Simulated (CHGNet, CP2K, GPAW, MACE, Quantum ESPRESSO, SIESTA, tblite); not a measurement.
# Σ5 (001) twist boundary in Ge (77 atoms) in SIESTA, part 2 of 2

How do the settings of SIESTA change the result for Σ5 (001) twist boundary in Ge (77 atoms)? A plane-wave run serves as the yardstick.

Program: SIESTA 5.4.2; the method stands at each step. Banners, paths, timers and routine set-up lines are dropped from the logs unmarked, and long logs keep their key lines alone; longer cuts are marked. The potentials were converted by us to PSML.

So far. Step 2 (PBE, DZP, shift 0.01 Ry, mesh 300 Ry): Forces lie 27 % from the reference's, at 0.26 times its CPU time (on 2 against 4 cores). Step 3 (PBE, SZP, shift 0.01 Ry, mesh 300 Ry): Against the first run (27 %), the force difference from the reference is 52 %, at 0.71 times the CPU time (on 1 against 2 cores), with 1078 basis functions against 1386: the smaller basis costs accuracy.

## Step 4: BLYP, PBE potentials, DZP, shift 0.01 Ry, mesh 300 Ry

Method: Kohn-Sham DFT, BLYP, PseudoDojo 0.4.1 norm-conserving pseudopotentials (converted to PSML), numerical atomic orbitals (DZP), diagonalisation.

The input, input.fdf:

```
SystemLabel cell
NumberOfAtoms 77
NumberOfSpecies 1
%block ChemicalSpeciesLabel
  1 32 Ge
%endblock ChemicalSpeciesLabel
LatticeConstant 1.0 Ang
%block LatticeVectors
  8.94608 0.00000 0.00000
  0.00000 8.94608 0.00000
  0.00000 0.00000 22.56460
%endblock LatticeVectors
PAO.BasisSize DZP
PAO.EnergyShift 0.01 Ry
XC.Functional GGA
XC.Authors BLYP
MeshCutoff 300 Ry
%block kgrid_Monkhorst_Pack
  1 0 0 0.0
  0 1 0 0.0
  0 0 1 0.0
%endblock kgrid_Monkhorst_Pack
SolutionMethod diagon
OccupationFunction FD
ElectronicTemperature 580 K
SCF.Mixer.Method Pulay
SCF.Mixer.Weight 0.05
SCF.Mixer.History 8
SCF.Mix Hamiltonian
MaxSCFIterations 300
SCF.DM.Tolerance 1e-04
SCF.H.Tolerance 1.0e-3 eV
WriteForces T
Write.HirshfeldPop T
Write.VoronoiPop T
Write.DM F
Write.H F
XML.Write F
AtomicCoordinatesFormat Fractional
%block AtomicCoordinatesAndAtomicSpecies
[... 77 atom lines left out: the same atoms as in the first run ...]
%endblock AtomicCoordinatesAndAtomicSpecies
```

Started as:

```bash
> OMP_NUM_THREADS=1 mpirun -np 2 siesta < input.fdf > output.txt
```

Output:

```text
Version         : 5.4.2
reinit: System Name:
reinit: System Label: cell
initatom: Reading input for the pseudopotentials and atomic orbitals ----------
Species number:   1 Atomic number:   32 Label: Ge
Ground state valence configuration (from tables):   4s02  4p02  4d00  4f00
---- Processing specs for species: Ge
GGA--PBE XC_GGA_X_PBE--XC_GGA_C_PBE pb
Semicore shell(s) with 10 electrons included in the valence for Ge
Semicore shell(s): 3d
Fallback to non-perturbative polarization scheme for Ge
Please see the manual if this is not desired in principle
Ge pseudopotential only contains V_ls up to l=2 -- lmxkb reset.
Using PAO.SplitTailNorm
%block ChemicalSpeciesLabel
    1   32 Ge                      # Species index, atomic number, species label
%endblock ChemicalSpeciesLabel
[... lines left out ...]
Total number of electrons:  1078.000000
[... lines left out ...]
stepf: Fermi-Dirac step function
        iscf     Eharris(eV)        E_KS(eV)     FreeEng(eV)     dDmax    Ef(eV) dHmax(eV)
[... lines left out ...]
SCF Convergence by DM+H criterion
[... lines left out ...]
SCF cycle converged after 21 iterations
[... lines left out ...]
   Max    2.253238
[... lines left out ...]
   Max    2.253238    constrained
Stress tensor Voigt[x,y,z,yz,xz,xy] (kbar):      -95.38      -84.93     -109.13        2.78       -9.98       -3.74
[... lines left out ...]
siesta: Program's energy decomposition (eV):
siesta: Ebs     =    -24010.677089
siesta: Eions   =    187191.863029
siesta: Ena     =      3629.397173
siesta: Ekin    =    140510.935587
siesta: Enl     =    -98503.810803
siesta: DEna    =       274.272082
siesta: DUscf   =         9.780900
siesta: Ex      =    -43490.928417
siesta: Ec      =     -1977.962922
siesta: Exc     =    -45468.891339
siesta: Eharris =   -186740.179439
siesta: Etot    =   -186740.179430
siesta: FreeEng =   -186740.431179
siesta: Final energy (eV):
siesta:  Band Struct. =  -24010.677089
siesta:       Kinetic =  140510.935587
siesta:       Hartree =   62070.985376
siesta:         Exch. =  -43490.928417
siesta:         Corr. =   -1977.962922
siesta:   Exch.-corr. =  -45468.891339
siesta:  Ion-electron = -258517.002613
siesta:       Ion-ion =  -85336.206440
siesta:         Total = -186740.179430
siesta:         Fermi =      -3.314744
siesta: Stress tensor (static) (eV/Ang**3):
siesta:    -0.059531   -0.002334   -0.006227
siesta:    -0.002334   -0.053009    0.001736
siesta:    -0.006227    0.001736   -0.068117
siesta: Cell volume =       1805.897905 Ang**3
siesta: Pressure (static):
siesta:                Solid            Molecule  Units
siesta:           0.00065587          0.00061723  Ry/Bohr**3
siesta:           0.06021901          0.05667162  eV/Ang**3
siesta:          96.48148989         90.79794405  kBar
    Orbital volume contribution        =          60.988169 eV
    (Free)E + p_basis*V_orbitals       =     -186679.443009 eV
    (Free)Eharris+ p_basis*V_orbitals  =     -186679.443018 eV
Hirshfeld Atomic Populations:
Atom #   charge [q] valence [e]  Species
     1    -0.015912   14.015912  Ge
     2    -0.016497   14.016497  Ge
     3    -0.028214   14.028214  Ge
[...]
--------------------
 Total    -0.000030
Voronoi Atomic Populations:
Atom #   charge [q] valence [e]  Species
[...]
76     0.032886   13.967114  Ge
    77     0.026881   13.973119  Ge
--------------------
 Total    -0.000029
```

Run time: 3.9 min. Hardware: 2 MPI ranks of Arm Neoverse V1, shared host; peak memory 1.8 GiB.

Numbers from this run, and their distance from the reference:

- r.m.s. force component: 0.4985 eV/Å
- r.m.s. difference of force components: 122.8 meV/Å
- longest difference of force vectors: 583.4 meV/Å
- force difference over r.m.s. force: 30.22 %
- slope of forces against the reference's: 1.206
- correlation of force components: 0.9837
- pressure: 9.648 GPa
- pressure difference: 4.365 GPa

Against the first run (27 %), the force difference from the reference is 30 %, at 0.94 times the CPU time; the model has changed, so this is no error of the program alone.

## Step 5: PBE, DZ, shift 0.01 Ry, mesh 300 Ry

Method: Kohn-Sham DFT, PBE, PseudoDojo 0.4.1 norm-conserving pseudopotentials (converted to PSML), numerical atomic orbitals (DZ), diagonalisation.

Changes to input.fdf since step 4:

```diff
@@ -12,6 +12,6 @@
 %endblock LatticeVectors
-PAO.BasisSize DZP
+PAO.BasisSize DZ
 PAO.EnergyShift 0.01 Ry
 XC.Functional GGA
-XC.Authors BLYP
+XC.Authors PBE
 MeshCutoff 300 Ry
```

Started as:

```bash
> OMP_NUM_THREADS=1 siesta < input.fdf > output.txt
```

Output:

```text
Version         : 5.4.2
reinit: System Name:
reinit: System Label: cell
initatom: Reading input for the pseudopotentials and atomic orbitals ----------
Species number:   1 Atomic number:   32 Label: Ge
Ground state valence configuration (from tables):   4s02  4p02  4d00  4f00
---- Processing specs for species: Ge
GGA--PBE XC_GGA_X_PBE--XC_GGA_C_PBE pb
Semicore shell(s) with 10 electrons included in the valence for Ge
Semicore shell(s): 3d
Ge pseudopotential only contains V_ls up to l=2 -- lmxkb reset.
Using PAO.SplitTailNorm
%block ChemicalSpeciesLabel
[... lines left out ...]
stepf: Fermi-Dirac step function
        iscf     Eharris(eV)        E_KS(eV)     FreeEng(eV)     dDmax    Ef(eV) dHmax(eV)
[... lines left out ...]
SCF Convergence by DM+H criterion
[... lines left out ...]
SCF cycle converged after 21 iterations
[... lines left out ...]
   Max    2.159504
[... lines left out ...]
   Max    2.159504    constrained
Stress tensor Voigt[x,y,z,yz,xz,xy] (kbar):      -56.74      -46.62      -68.88        3.70      -10.38       -1.63
[... lines left out ...]
siesta: FreeEng =   -187008.578364
[... lines left out ...]
siesta:       Kinetic =  141453.262794
siesta:       Hartree =   62288.981911
siesta:         Exch. =  -43439.120391
siesta:         Corr. =   -2410.788996
siesta:   Exch.-corr. =  -45849.909388
siesta:  Ion-electron = -259607.653204
siesta:       Ion-ion =  -85293.007371
siesta:         Total = -187008.325258
siesta:         Fermi =      -3.587507
siesta: Stress tensor (static) (eV/Ang**3):
siesta:    -0.035413   -0.001016   -0.006478
siesta:    -0.001016   -0.029098    0.002309
siesta:    -0.006478    0.002309   -0.042991
siesta: Cell volume =       1805.897905 Ang**3
siesta: Pressure (static):
siesta:                Solid            Molecule  Units
siesta:           0.00039028          0.00035410  Ry/Bohr**3
siesta:           0.03583394          0.03251160  eV/Ang**3
siesta:          57.41230449         52.08932002  kBar
    Orbital volume contribution        =          41.396907 eV
    (Free)E + p_basis*V_orbitals       =     -186967.181457 eV
    (Free)Eharris+ p_basis*V_orbitals  =     -186967.181454 eV
Hirshfeld Atomic Populations:
Atom #   charge [q] valence [e]  Species
     1    -0.022555   14.022555  Ge
     2    -0.014505   14.014505  Ge
     3    -0.037596   14.037596  Ge
[...]
--------------------
 Total     0.000017
Voronoi Atomic Populations:
Atom #   charge [q] valence [e]  Species
[...]
76     0.030919   13.969081  Ge
    77     0.035789   13.964211  Ge
--------------------
 Total     0.000017
```

Wall time 3.1 min (1 thread); peak memory 0.96 GiB.

Compared with the plane-wave run:

```
r.m.s. force component                  : 0.4918 eV/Å
r.m.s. difference of force components   : 112.5 meV/Å
longest difference of force vectors     : 497.6 meV/Å
force difference over r.m.s. force      : 27.68 %
slope of forces against the reference's : 1.194
correlation of force components         : 0.9865
pressure                                : 5.741 GPa
pressure difference                     : 0.4582 GPa
```

This is a coarse setting, run to see what it loses.

Against the first run (27 %), the force difference from the reference is 28 %, at 0.37 times the CPU time (on 1 against 2 cores), with 1001 basis functions against 1386.

## Step 6: PBE, DZP, shift 0.01 Ry, mesh 700 Ry

Method: Kohn-Sham DFT, PBE, PseudoDojo 0.4.1 norm-conserving pseudopotentials (converted to PSML), numerical atomic orbitals (DZP), diagonalisation.

Changes to input.fdf since step 5:

```diff
@@ -12,3 +12,3 @@
 %endblock LatticeVectors
-PAO.BasisSize DZ
+PAO.BasisSize DZP
 PAO.EnergyShift 0.01 Ry
@@ -16,3 +16,3 @@
 XC.Authors PBE
-MeshCutoff 300 Ry
+MeshCutoff 700 Ry
 %block kgrid_Monkhorst_Pack
```

Started as:

```bash
> OMP_NUM_THREADS=1 mpirun -np 2 siesta < input.fdf > output.txt
```

Output:

```text
Version         : 5.4.2
reinit: System Name:
reinit: System Label: cell
initatom: Reading input for the pseudopotentials and atomic orbitals ----------
Species number:   1 Atomic number:   32 Label: Ge
Ground state valence configuration (from tables):   4s02  4p02  4d00  4f00
---- Processing specs for species: Ge
GGA--PBE XC_GGA_X_PBE--XC_GGA_C_PBE pb
[... lines left out ...]
        iscf     Eharris(eV)        E_KS(eV)     FreeEng(eV)     dDmax    Ef(eV) dHmax(eV)
[... lines left out ...]
SCF Convergence by DM+H criterion
[... lines left out ...]
SCF cycle converged after 22 iterations
[... lines left out ...]
   Max    2.188436
[... lines left out ...]
   Max    2.188436    constrained
Stress tensor Voigt[x,y,z,yz,xz,xy] (kbar):      -67.33      -56.84      -77.70        2.88       -9.73       -3.54
[... lines left out ...]
siesta: FreeEng =   -187040.832043
[... lines left out ...]
siesta:         Fermi =      -3.730954
[... lines left out ...]
siesta:    -0.002211   -0.035479    0.001799
siesta:    -0.006075    0.001799   -0.048496
siesta: Cell volume =       1805.897905 Ang**3
siesta: Pressure (static):
siesta:                Solid            Molecule  Units
siesta:           0.00045743          0.00041209  Ry/Bohr**3
siesta:           0.04199938          0.03783634  eV/Ang**3
siesta:          67.29043044         60.62049769  kBar
    Orbital volume contribution        =          61.829985 eV
    (Free)E + p_basis*V_orbitals       =     -186979.002058 eV
    (Free)Eharris+ p_basis*V_orbitals  =     -186979.002054 eV
Hirshfeld Atomic Populations:
Atom #   charge [q] valence [e]  Species
     1    -0.018924   14.018924  Ge
     2    -0.016743   14.016743  Ge
     3    -0.033393   14.033393  Ge
[...]
--------------------
 Total     0.000080
Voronoi Atomic Populations:
Atom #   charge [q] valence [e]  Species
[...]
76     0.032951   13.967049  Ge
    77     0.032718   13.967282  Ge
--------------------
 Total     0.000080
```

Elapsed: 12 min, on 2 MPI ranks; peak memory 4.8 GiB; 25 min of CPU time.

Against the reference:

```
r.m.s. force component                          : 0.4903 eV/Å
r.m.s. difference of force components           : 110.7 meV/Å
longest difference of force vectors             : 517 meV/Å
force difference over r.m.s. force              : 27.24 %
slope of forces against the reference's         : 1.19
correlation of force components                 : 0.9869
pressure                                        : 6.729 GPa
pressure difference                             : 1.446 GPa
energy less the same-level run's                : 5.821 meV/atom
r.m.s. force difference from the same-level run : 0.686 meV/Å
```

This run lies far from the reference in forces at the same functional.

Against the first run (27 %), the force difference from the reference is 27 %, at 3.0 times the CPU time: the change moves forces by 0.69 meV/Å r.m.s., so most of the difference comes from elsewhere.

## Step 7: The ladder

Differences are against the plane-wave reference, forces as r.m.s. over components; share is that over the reference's r.m.s. force, slope the least-squares factor from reference forces to these. Total energies of different programs have different zeros and aren't compared.

```tsv
run	Δ force, r.m.s. (meV/Å)	share (%)	slope	Δ pressure (GPa)	cores	CPU time	memory (GiB)
reference	-	-	-	-	4	33 min	5.8
SIESTA PBE, DZP, shift 0.01 Ry, mesh 300 Ry	111	27.2	1.190	1.51	2	8.4 min	1.8
SIESTA PBE, SZP, shift 0.01 Ry, mesh 300 Ry (coarse)	212	52.1	1.378	3.69	1	6 min	1.4
SIESTA BLYP, PBE potentials, DZP, shift 0.01 Ry, mesh 300 Ry	123	30.2	1.206	4.37	2	7.9 min	1.8
SIESTA PBE, DZ, shift 0.01 Ry, mesh 300 Ry (coarse)	113	27.7	1.194	0.458	1	3.1 min	0.96
SIESTA PBE, DZP, shift 0.01 Ry, mesh 700 Ry	111	27.2	1.190	1.45	2	25 min	4.8
```

Rows marked coarse were listed beforehand as settings not expected to be converged; some can still land near the reference.

CPU time is summed over cores on a shared host, where runs went side by side, so it is rough. Symmetry, cutoffs, thresholds, outputs and thread counts weren't matched or tuned between programs; memory under MPI is the largest rank's times the ranks.

Within one program, basis, potentials and functional, energies share a zero. Each run against its twin at the usual cutoff or grid and solver:

```tsv
run	twin	Δ energy (meV/atom)	Δ force, r.m.s. (meV/Å)	CPU time over the twin's
SIESTA PBE, DZP, shift 0.01 Ry, mesh 700 Ry	DZP, shift 0.01 Ry, mesh 300 Ry	5.82	0.686	3.0
```

## Step 8: Outcome

```yaml
nearest_in_forces: a tie at 27 % of 2 runs: SIESTA PBE, DZP, shift 0.01 Ry, mesh 300 Ry; SIESTA PBE, DZP, shift 0.01 Ry, mesh 700 Ry
```

**Reading.** The PBE runs in local orbitals, coarse settings apart, differ by 27 % in each run; basis, grid and potentials can all enter. Rows with another functional or a dispersion term differ by 30 % (SIESTA BLYP, PBE potentials, DZP, shift 0.01 Ry, mesh 300 Ry), which mixes the change of model with differences of basis and potentials, some of them made for another functional. Runs with settings chosen to be coarse differ by 28 % (SIESTA PBE, DZ, shift 0.01 Ry, mesh 300 Ry) to 52 % (SIESTA PBE, SZP, shift 0.01 Ry, mesh 300 Ry), their programs' other errors included. Of the electronic-structure runs that take under half the reference's CPU time, SIESTA PBE, DZP, shift 0.01 Ry, mesh 300 Ry is among the nearest, at 27 % in 8.4 min against 33 min; its pressure misses by +1.5 GPa. SIESTA PBE, SZP, shift 0.01 Ry, mesh 300 Ry stiffens the forces by a factor of 1.38 while following their directions (correlation 0.968); the slopes of the 5 SIESTA runs lie between 1.19 and 1.38. In pressure, SIESTA PBE, SZP, shift 0.01 Ry, mesh 300 Ry misses by +3.7 GPa, at the same functional. The reference's pressure holds the uncorrected Pulay stress of its 45 Ry basis, so small pressure differences, and their order, may be the reference's own error. The host structure and its lattice constant were typed by rule, without a check against the phase diagram. The reference's pressure of 5.3 GPa says that the cell would expand at this level of theory. The electronic-structure runs sample only Γ, in a cell whose shortest periodic width is 9 Å, which is coarse for a cell with partly filled levels.

[Also dropped from logs without a mark: logging warnings of Python, and SIESTA's first energy breakdown and zero terms.]

[Logs are printed without paths, hosts, clocks, repeated set-up lines and the standing remarks that a program may print on its own settings, such as how far it seeks lower states.]

[Hosts, paths, dates, database ids (printed as entryN), source tags and the programs' standing remarks are cut or masked in the printed files.]
